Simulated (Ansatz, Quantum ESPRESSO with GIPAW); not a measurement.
**13C and 25Mg NMR of Mg2C3, calculated**

Wanted: NMR shieldings and quadrupolar couplings for each site of Mg2C3.

Method: DFT, PBE, plane-wave PAW (pslibrary 1.0.0 recipes), scalar-relativistic, GIPAW; a patched development version of the program, in Quantum ESPRESSO with GIPAW 8.0dev (patched build).

### Step 1. The structure

It takes space group C2/m (No. 12, monoclinic). Conventional cell: a = 4.831 Å, b = 4.700 Å, c = 4.987 Å, α = 90.00°, β = 104.25°, γ = 90.00°. Mg has 6 C at 2.23 to 2.56 Å nearest. C has 2 C at 1.33 Å and 2 Mg at 2.36 Å nearest. C has 1 C at 1.33 Å and 5 Mg at 2.23 to 2.56 Å nearest. Farther neighbours are not listed.

The cell is an entry of the Crystallography Open Database; it need not be the form that is stable at ambient conditions.

This structure had its atoms relaxed beforehand (DFT, PBE, plane-wave PAW (pslibrary 1.0.0 recipes), Quantum ESPRESSO with GIPAW), starting from the database entry, since shieldings follow bond lengths closely.

### Step 2. Self-consistent run

The shielding is a linear response of the occupied states, which this run provides. It is converged far beyond what an energy needs, since the response uses the wavefunctions themselves. No empty states are asked for: the response is solved without them. The mesh has a spacing of 0.24 Å⁻¹ at most. The PAW files were made with ld1.x from the pslibrary 1.0.0 recipes, with GIPAW reconstruction switched on.

scf.in

```
&control
  calculation = 'scf'
  prefix = 'x'
  outdir = './tmp/'
  pseudo_dir = './'
/
&system
  ibrav = 0
  nat = 5
  ntyp = 2
  ecutwfc = 65
  ecutrho = 390
  nbnd = 16
/
&electrons
  conv_thr = 1.0d-10
  mixing_beta = 0.7
  electron_maxstep = 100
/
ATOMIC_SPECIES
  Mg 24.305 Mg.pbe-spnl-kjpaw_psl.1.0.0-gipaw.UPF
  C 12.011 C.pbe-n-kjpaw_psl.1.0.0-gipaw.UPF
CELL_PARAMETERS angstrom
  2.41550000 -2.35000000 0.00000000
  2.41550000 2.35000000 0.00000000
  -1.22707000 0.00000000 4.83328000
ATOMIC_POSITIONS crystal
  Mg 0.19067204 0.19067204 0.80091083
  Mg 0.80932796 0.80932796 0.19908917
  C 0.50000000 0.50000000 0.50000000
  C 0.70017404 0.70017404 0.73689687
  C 0.29982596 0.29982596 0.26310313
K_POINTS automatic
  8 8 6 0 0 0
```

The run is started by

```sh
$ mpirun -np 4 pw.x -nk 4 -in scf.in > scf.out
```

Output:

```text
using ibrav=0 with symmetry is DISCOURAGED, use correct ibrav instead

     bravais-lattice index     =            0
     lattice parameter (alat)  =       6.3684  a.u.
     unit-cell volume          =     370.2913 (a.u.)^3
     number of atoms/cell      =            5
     number of atomic types    =            2
     number of electrons       =        32.00
     number of Kohn-Sham states=           16
     kinetic-energy cutoff     =      65.0000  Ry
     charge density cutoff     =     390.0000  Ry
     scf convergence threshold =      1.0E-10
     mixing beta               =       0.7000
     number of iterations used =            8  plain     mixing
     Exchange-correlation= SLA-PW-PBX-PBC
                           (   1   4   3   4   0   0   0)
[...]
Mg               10.00    24.30500     Mg( 1.00)
     C                 4.00    12.01100     C ( 1.00)

      4 Sym. Ops., with inversion, found
[...]
number of k points=   114

     Number of k-points >= 100: set verbosity='high' to print them.

     Dense  grid:    48127 G-vectors     FFT dimensions: (  45,  45,  60)

     Smooth grid:    26229 G-vectors     FFT dimensions: (  36,  36,  50)

     Check: negative core charge=   -0.000020

     Initial potential from superposition of free atoms

     starting charge      31.9980, renormalised to      32.0000
     Starting wfcs are   22 randomized atomic wfcs

     Self-consistent Calculation

     iteration #  1     ecut=    65.00 Ry     beta= 0.70
     Davidson diagonalization with overlap
     ethr =  1.00E-02,  avg # of iterations =  2.0

     total energy              =    -337.68867898 Ry
     estimated scf accuracy    <       0.90887267 Ry

     iteration #  2     ecut=    65.00 Ry     beta= 0.70
     Davidson diagonalization with overlap
     ethr =  2.84E-03,  avg # of iterations =  3.8

     total energy              =    -337.97803498 Ry
     estimated scf accuracy    <       0.33026770 Ry

     iteration #  3     ecut=    65.00 Ry     beta= 0.70
     Davidson diagonalization with overlap
     ethr =  1.03E-03,  avg # of iterations =  2.2

     total energy              =    -338.03593854 Ry
     estimated scf accuracy    <       0.00775093 Ry

[...]
total energy              =    -338.04175601 Ry
[...]
iteration # 12     ecut=    65.00 Ry     beta= 0.70
     Davidson diagonalization with overlap
     ethr =  2.31E-12,  avg # of iterations =  4.6

     total energy              =    -338.04175601 Ry
     estimated scf accuracy    <          4.4E-10 Ry

     iteration # 13     ecut=    65.00 Ry     beta= 0.70
     Davidson diagonalization with overlap
     ethr =  1.37E-12,  avg # of iterations =  2.4

     End of self-consistent calculation
     [one-electron energies left out]

!    total energy              =    -338.04175601 Ry
     total all-electron energy =     -1029.874576 Ry
     estimated scf accuracy    <          2.4E-11 Ry

     The total energy is the sum of the following terms:
     one-electron contribution =    -187.17918919 Ry
     hartree contribution      =      99.64960915 Ry
     xc contribution           =     -49.12112019 Ry
     ewald contribution        =    -152.97043413 Ry
     one-center paw contrib.   =     -48.42062165 Ry

     convergence has been achieved in  13 iterations
[...]
JOB DONE.
```

The job ended after 40 s (4 MPI ranks of Arm Neoverse V1, shared host; peak memory 0.41 GiB; 2.7 min of CPU time).

It converged in 13 cycles to an estimated accuracy of 2e-11 Ry, on 114 irreducible k-points.

### Step 3. Magnetic response

A uniform field breaks periodicity, so gipaw.x applies it as a wave of small q and takes the limit. It solves for the first-order states, builds the induced current and gets the field at each nucleus by Biot–Savart; the PAW spheres add what the smooth waves miss near the nuclei. pawproj makes the reconstruction use the PAW data sets' own projectors.

nmr.in

```
&inputgipaw
  job = 'nmr'
  prefix = 'x'
  tmp_dir = './tmp/'
  restart_mode = 'from_scratch'
  verbosity = 'low'
  q_gipaw = 0.01
  spline_ps = .true.
  conv_threshold = 1.0d-11
  use_nmr_macroscopic_shape = .false.
  pawproj(1) = .true.
  pawproj(2) = .true.
/
```

The run is started by

```sh
$ mpirun -np 4 gipaw.x -in nmr.in > nmr.out
```

Output:

```text
[banner, memory and clock lines left out]
[a note of our patched build left out]

     Parallelizing q-star over 1 images

     IMPORTANT: XC functional enforced from input :
     Exchange-correlation= PBE
                           (   1   4   3   4   0   0   0)
     Any further DFT definition will be discarded
     Please, verify this is what you really want

     Check: negative core charge=   -0.000020
[...]
alpha_pv=    150.5096 eV

     spline_ps is .false., expect some extrapolation errors

     q-space interpolation up to    78.00 Rydberg

     GIPAW job: nmr
     NMR macroscopic correction: no
[...]
Computing the magnetic susceptibility     isolve=0    ethr=  0.1000E-10
     Starting from scratch
     k-point #    1 of   114      pool #  1    cpu time:       0.6
[...]
End of magnetic susceptibility calculation

     f-sum rule (1st term):
           -24.4975         -0.0000          0.0017
             0.0000        -24.4922         -0.0000
             0.0011         -0.0000        -24.4969

     f-sum rule (2nd term):
            -0.3721          0.0000         -0.0001
            -0.0000         -0.3773          0.0000
            -0.0000          0.0000         -0.3701

     f-sum rule (should be   -24.8646):
           -24.8697         -0.0000          0.0017
             0.0000        -24.8695         -0.0000
             0.0011         -0.0000        -24.8670

[... susceptibilities left out ...]
     Contributions to the NMR chemical shifts: -------------------------------

     Macroscopic shape contribution in ppm:                    0.00
             0.0000          0.0000          0.0000
             0.0000          0.0000          0.0000
             0.0000          0.0000          0.0000

     Core contribution in ppm:

     Atom  1  Mg  pos: ( -0.018290  0.000000  1.148660)  core sigma:         412.82
     Atom  2  Mg  pos: (  1.087694 -0.000000  0.285532)  core sigma:         412.82
     Atom  3  C   pos: (  0.534702  0.000000  0.717096)  core sigma:         200.51
     Atom  4  C   pos: (  0.735398  0.000000  1.056852)  core sigma:         200.51
     Atom  5  C   pos: (  0.334006 -0.000000  0.377341)  core sigma:         200.51

     Bare contribution in ppm:

     Atom  1  Mg  pos: ( -0.018290  0.000000  1.148660)  bare sigma:          97.45
[...]
Atom  2  Mg  pos: (  1.087694 -0.000000  0.285532)  bare sigma:          97.45
[...]
Atom  3  C   pos: (  0.534702  0.000000  0.717096)  bare sigma:         -95.78
[...]
Atom  4  C   pos: (  0.735398  0.000000  1.056852)  bare sigma:         -25.34
[...]
Atom  5  C   pos: (  0.334006 -0.000000  0.377341)  bare sigma:         -25.34
[...]
Diamagnetic contribution in ppm:

     Atom  1  Mg  pos: ( -0.018290  0.000000  1.148660)  dia sigma:         168.68
[...]
Atom  2  Mg  pos: (  1.087694 -0.000000  0.285532)  dia sigma:         168.68
[...]
Atom  3  C   pos: (  0.534702  0.000000  0.717096)  dia sigma:           4.56
[...]
Atom  4  C   pos: (  0.735398  0.000000  1.056852)  dia sigma:           4.54
[...]
Atom  5  C   pos: (  0.334006 -0.000000  0.377341)  dia sigma:           4.54
[...]
Paramagnetic contribution in ppm:

     Atom  1  Mg  pos: ( -0.018290  0.000000  1.148660)  para sigma:         245.62
[...]
Atom  2  Mg  pos: (  1.087694 -0.000000  0.285532)  para sigma:         245.62
[...]
Atom  3  C   pos: (  0.534702  0.000000  0.717096)  para sigma:        -117.48
[...]
Atom  4  C   pos: (  0.735398  0.000000  1.056852)  para sigma:         -58.50
[...]
Atom  5  C   pos: (  0.334006 -0.000000  0.377341)  para sigma:         -58.50
[...]
Paramagnetic US occ-occ contribution in ppm:

     Atom  1  Mg  pos: ( -0.018290  0.000000  1.148660)  para_oo sigma:          -0.69
[...]
Atom  2  Mg  pos: (  1.087694 -0.000000  0.285532)  para_oo sigma:          -0.69
[...]
Atom  3  C   pos: (  0.534702  0.000000  0.717096)  para_oo sigma:          -0.57
[...]
Atom  4  C   pos: (  0.735398  0.000000  1.056852)  para_oo sigma:          -0.71
[...]
Atom  5  C   pos: (  0.334006 -0.000000  0.377341)  para_oo sigma:          -0.71
[...]
Paramagnetic US L_R Q_R contribution in ppm:

     Atom  1  Mg  pos: ( -0.018290  0.000000  1.148660)  para_lq sigma:        -358.58
[...]
Atom  2  Mg  pos: (  1.087694 -0.000000  0.285532)  para_lq sigma:        -358.58
[...]
Atom  3  C   pos: (  0.534702  0.000000  0.717096)  para_lq sigma:         -22.44
[...]
Atom  4  C   pos: (  0.735398  0.000000  1.056852)  para_lq sigma:         -22.78
[...]
Atom  5  C   pos: (  0.334006 -0.000000  0.377341)  para_lq sigma:         -22.78
[...]
Total NMR chemical shifts in ppm: ---------------------------------------
     (adopting the Simpson convention for anisotropy and asymmetry)-----------

     Atom  1  Mg  pos: ( -0.018290  0.000000  1.148660)  Total sigma:         565.29
           545.9744          0.0000         -8.7377
            -0.0000        586.0004         -0.0000
            -4.4054          0.0000        563.9072

     Mg      1    anisotropy:    -32.20    eta:    0.9289
[...]
Atom  2  Mg  pos: (  1.087694 -0.000000  0.285532)  Total sigma:         565.29
[... its tensor is left out ...]
     Atom  3  C   pos: (  0.534702  0.000000  0.717096)  Total sigma:         -31.21
           -62.0523          0.0000        138.1432
             0.0000       -125.7852         -0.0000
           141.0734         -0.0000         94.1993

     C       3    anisotropy:    310.90    eta:    0.0874
[...]
Atom  4  C   pos: (  0.735398  0.000000  1.056852)  Total sigma:          97.71
           100.7425          0.0000         27.5024
             0.0000         70.4180         -0.0000
            14.5048         -0.0000        121.9734

     C       4    anisotropy:     55.77    eta:    0.4682
[...]
Atom  5  C   pos: (  0.334006 -0.000000  0.377341)  Total sigma:          97.71
[... its tensor is left out ...]
```

It took 17 min on 4 MPI ranks; peak memory 0.28 GiB.

The f-sum rule is met to 0.0051 of 24.9 (0.02 %). Converged shieldings require that this miss be small, but a small miss does not prove them.

From the symmetric part of each tensor, with principal values σ11 ≤ σ22 ≤ σ33: σ_iso is their mean, the span is σ33 − σ11 and the skew 3(σ_iso − σ22)/span. (gipaw.x prints an anisotropy in another convention.)

| site | atom no. | atoms in cell | σ_iso (ppm) | span (ppm) | skew |
| --- | --- | --- | --- | --- | --- |
| Mg | 1 | 2 | 565.3 | 42.2 | -0.05 |
| C(1) | 3 | 1 | -31.2 | 320.0 | 0.89 |
| C(2) | 4 | 2 | 97.7 | 64.5 | 0.46 |

The macroscopic shape term is switched off. For a spherical sample the valence susceptibility of this run would add about 7 ppm to every site, a rough estimate, since the susceptibility converges slowly and lacks part of the PAW terms. Differences within the crystal don't depend on it, but shieldings of different compounds can't be compared to better than a few ppm without it.

In this run the largest span is that of C(1) (site symmetry 2/m), with principal values -143.9, -125.8 and 176.1 ppm. On C(2) the most shielded direction lies along its short bond to C.

How the isotropic values are made up (ppm). The core part is that of the free atom's core; bare is the current of the smooth valence states; the last two are what the PAW spheres add to the diamagnetic and the paramagnetic current:

| site | core | bare | reconstruction, dia | reconstruction, para |
| --- | --- | --- | --- | --- |
| Mg | 412.8 | 97.5 | 168.7 | -113.7 |
| C(1) | 200.5 | -95.8 | 4.6 | -140.5 |
| C(2) | 200.5 | -25.3 | 4.5 | -82.0 |

### Step 4. Field gradients

25Mg has a quadrupole moment, which couples to the field gradient and broadens the lines. The gradient is a property of the ground-state density and needs no response; it is taken from a second code that counts the whole PAW charge. C_Q = eQV_zz/h, with Q = 0.1994 barn for 25Mg.

This step: DFT, PBE, plane-wave PAW, default files (PAW set soft_2), scalar-relativistic, field gradients (Ansatz 0.2.0), on the same atoms.

input.yaml

```yaml
crystal:
  lattice:
    - [2.4155, -2.35, 0.0]
    - [2.4155, 2.35, 0.0]
    - [-1.22707, 0.0, 4.83328]
  atoms:
    - { symbol: Mg, position: [0.1906720365, 0.1906720365, 0.8009108262] }
    - { symbol: Mg, position: [0.8093279635, 0.8093279635, 0.1990891738] }
    - { symbol: C, position: [0.5, 0.5, 0.5] }
    - { symbol: C, position: [0.7001740392, 0.7001740392, 0.7368968657] }
    - { symbol: C, position: [0.2998259608, 0.2998259608, 0.2631031343] }
kpoints:
  mp_grid: { grid: [8, 8, 6] }
scf:
  occupations: { method: fixed }
hamiltonian:
  xc: pbe
  pseudopotentials: { kind: paw, frozen_core: stored }
output:
  forces: false
  stress: false
  efg: { quadrupole_moments_barn: { Mg: 0.1994 } }
```

The run is started by

```sh
$ ansatz run input.yaml --threads 4 --pin off --max-ram 8192MiB --backend cpu --events-out ev --progress --plain --runs-dir out
```

Output:

```text
[... set-up, SCF cycles and energies left out ...]
--- PAW observables at the nuclei: V_zz in 10²¹ V/m², potentials from the cell's mean, atoms counted from 1 ---
  atom   1  Mg V_zz =    +0.692524   η = 0.4369   by run symmetry: allowed   C_q = +3.3390 MHz
  atom   2  Mg V_zz =    +0.692524   η = 0.4369   by run symmetry: allowed   C_q = +3.3390 MHz
  atom   3  C  V_zz =    -4.312642   η = 0.0855   by run symmetry: allowed
  atom   4  C  V_zz =    +0.969512   η = 0.6923   by run symmetry: allowed
  atom   5  C  V_zz =    +0.969512   η = 0.6923   by run symmetry: allowed
[the lines on potentials at the nuclei are left out]
```

It took 1.2 s on 4 threads; peak memory 0.37 GiB; 4.2 s of CPU time.

Among nuclei of half-integer spin the second-order effect is largest for 25Mg on Mg (spin 5/2, C_Q 3.34 MHz): at 9.4 T it moves the centre of gravity of the MAS line by -118 ppm from δ_iso, and by a quarter of that at twice the field, by δ_Q = −(3/40)(C_Q/ν0)²(1 + η²/3)[I(I+1) − 3/4]/[I²(2I−1)²] × 10⁶ ppm with ν0 = 24.5 MHz.

### Step 5. NMR parameters by site

A shielding is counted from the bare nucleus and a shift from a reference compound, with the opposite sign. A fitted line does better than one reference, as its slope takes up part of the functional's error.

Shifts follow from reference lines fitted to measured solids with this functional and these files. 13C: δ = (172.7 − σ) / 1.041, zero at TMS, fitted to 5 measured values, from C, C3H4O4 and SiC, with a scatter of 1.3 ppm r.m.s., with σ taken with the shape term of a sphere (7.0 ppm here). Kinds of site that fitted badly were split off after the misses were seen, so the scatter is that of the points kept.

Covalently bonded atoms count as neighbours within 1.18 times the sum of their radii. Otherwise a cation's neighbours lie within 1.2 times its shortest bond (1.3 for large cations, each anion's radius taken off where they differ), and an anion's are the cations that count it.

| site | atom no. | atoms in cell | surroundings | bonds (Å) | δ_iso (ppm) | C_Q (MHz) | η_Q |
| --- | --- | --- | --- | --- | --- | --- | --- |
| Mg | 1 | 2 | MgC6 | 2.23 to 2.56 | - | 3.34 | 0.44 |
| C(1) | 3 | 1 | 2 C neighbours | 1.330 | 189.2 | - | - |
| C(2) | 4 | 2 | 1 C neighbour | 1.330 | 65.3 | - | - |

By surroundings the C shifts are 1-coordinate: 65.3; 2-coordinate: 189.2 ppm.

Simulated spectrum: 13C MAS at 10 kHz, 18.8 T (201.3 MHz), lines broadened by 1.1 ppm; rigid lattice, with dipolar and J couplings left out. Lines over 1.5 % of the strongest (ppm: area): 288.5: 0.08, 238.8: 0.18, 189.2: 0.09, 139.5: 0.03, 115.0: 0.04, 89.8: 0.09, 65.3: 1.00, 40.1: 0.04, 15.6: 0.04, -9.5: 0.02. Spinning sidebands lie 49.7 ppm apart.

At this broadening the 2 isotropic lines are resolved.

Simulated spectrum: 25Mg fast MAS, 7.05 T (18.4 MHz), central transition to second order, lines broadened by 7.0 ppm; the axis counts ppm from the isotropic position of Mg, as −Δσ; rigid lattice, with dipolar and J couplings and satellite transitions left out.

(offset (ppm), intensity): (25, 0.00), (7, 0.00), (-11, 0.01), (-29, 0.33), (-46, 0.36), (-64, 0.39), (-82, 0.42), (-99, 0.47), (-117, 0.54), (-135, 0.67), (-146, 0.89), (-152, 0.77), (-170, 0.59), (-188, 0.54), (-206, 0.52), (-223, 0.52), (-241, 0.54), (-259, 0.60), (-275, 0.81), (-281, 1.00), (-293, 0.50), (-312, 0.37), (-328, 0.32), (-346, 0.29), (-364, 0.26), (-382, 0.24), (-399, 0.08), (-417, 0.08), (-435, 0.07), (-452, 0.07), (-470, 0.07), (-488, 0.07), (-505, 0.06), (-523, 0.00), (-541, 0.00), (-558, 0.00)

Most prominent maxima (ppm: height): -146: 0.89, -281: 1.00.

### Step 6. Other settings and structures

Each row names what was changed: the other centring of the mesh tests the sampling.

Changes of σ_iso (ppm) against the run above (PBE, cutoffs 65 and 390 Ry, mesh 8×8×6, 72 min). Times are CPU times of pw.x and gipaw.x together, on 4 MPI ranks of Arm Neoverse V1, shared host; on a shared host they are rough.

| run | CPU time | f-sum miss | Mg | C(1) | C(2) |
| --- | --- | --- | --- | --- | --- |
| mesh shifted | 71 min | 0.0051 | +0.4 | -0.0 | +0.2 |

### Step 7. A bad input

One more run, with a slip of the kind that is easily made.

Changes to scf.in since step 2:

```diff
@@ -20,4 +20,4 @@
 ATOMIC_SPECIES
-  Mg 24.305 Mg.pbe-spnl-kjpaw_psl.1.0.0-gipaw.UPF
-  C 12.011 C.pbe-n-kjpaw_psl.1.0.0-gipaw.UPF
+  Mg 24.305 Mg.pbe-spnl-kjpaw_psl.1.0.0.UPF
+  C 12.011 C.pbe-n-kjpaw_psl.1.0.0.UPF
 CELL_PARAMETERS angstrom
```

The run is started by

```sh
$ mpirun -np 4 pw.x -nk 4 -in scf.in > scf.out
```

This SCF reached its threshold; then the response:

Changes to nmr.in since step 3:

```diff
@@ -10,4 +10,2 @@
   use_nmr_macroscopic_shape = .false.
-  pawproj(1) = .true.
-  pawproj(2) = .true.
 /
```

The run is started by

```sh
$ mpirun -np 4 gipaw.x -in nmr.in > nmr.out
```

Output:

```text
[banner, memory and clock lines left out]
[a note of our patched build left out]

     Parallelizing q-star over 1 images

     IMPORTANT: XC functional enforced from input :
     Exchange-correlation= PBE
                           (   1   4   3   4   0   0   0)
     Any further DFT definition will be discarded
     Please, verify this is what you really want

     Check: negative core charge=   -0.000020

     WARNING: the pseudopotential of Mg has no GIPAW data: results for this element lack core and reconstruction terms
     WARNING: the pseudopotential of C has no GIPAW data: results for this element lack core and reconstruction terms
[...]
alpha_pv=    150.5096 eV

     spline_ps is .false., expect some extrapolation errors

     q-space interpolation up to    78.00 Rydberg

     GIPAW job: nmr
     NMR macroscopic correction: no
[...]
Computing the magnetic susceptibility     isolve=0    ethr=  0.1000E-10
     Starting from scratch
     k-point #    1 of   114      pool #  1    cpu time:       0.6
[...]
```

Elapsed: 7.5 min, on 4 MPI ranks; peak memory 0.2 GiB.

The run was cut off at the time limit set for it, so what the fault does to the result is not seen. The fault: files without GIPAW data. Without partial waves and core orbitals the core and reconstruction terms are missing.

### Step 8. Outcome

| Item | Value |
| --- | --- |
| 13C shift | 189.2, 65.3 ppm |
| 25Mg shielding without shape term | 565.3 ppm |
| 25Mg size of C_Q | 3.34 MHz |

13C has 2 sites, in the ratio 1:2: C(1) (2 C neighbours) at a shift of 189.2 and C(2) (1 C neighbour) at a shift of 65.3 ppm. A finer mesh and a higher cutoff were not carried through on these files; the other centring of the mesh moves shieldings by 0.4 ppm at most, a guide to the sampling error. This build of gipaw.x prints that it is not audited and that its numbers are no references by themselves. It also reports spline_ps as false although the input sets it; why was not traced. 1 further run of this session failed or came with warnings and is not shown (1 cut off at the time limit).

[Banner, clock, file and message-heading lines were taken out of the pw.x and gipaw.x logs.]

[Logs are printed without paths, hosts, clocks, repeated set-up lines and the standing remarks that a program may print on its own settings, such as how far it seeks lower states.]

[Hosts, paths, dates, database ids (printed as entryN), source tags and the programs' standing remarks are cut or masked in the printed files.]

[Where no reference line passes its bar on scatter, no shift is given, so a measured shift of this compound may stand uncompared.]
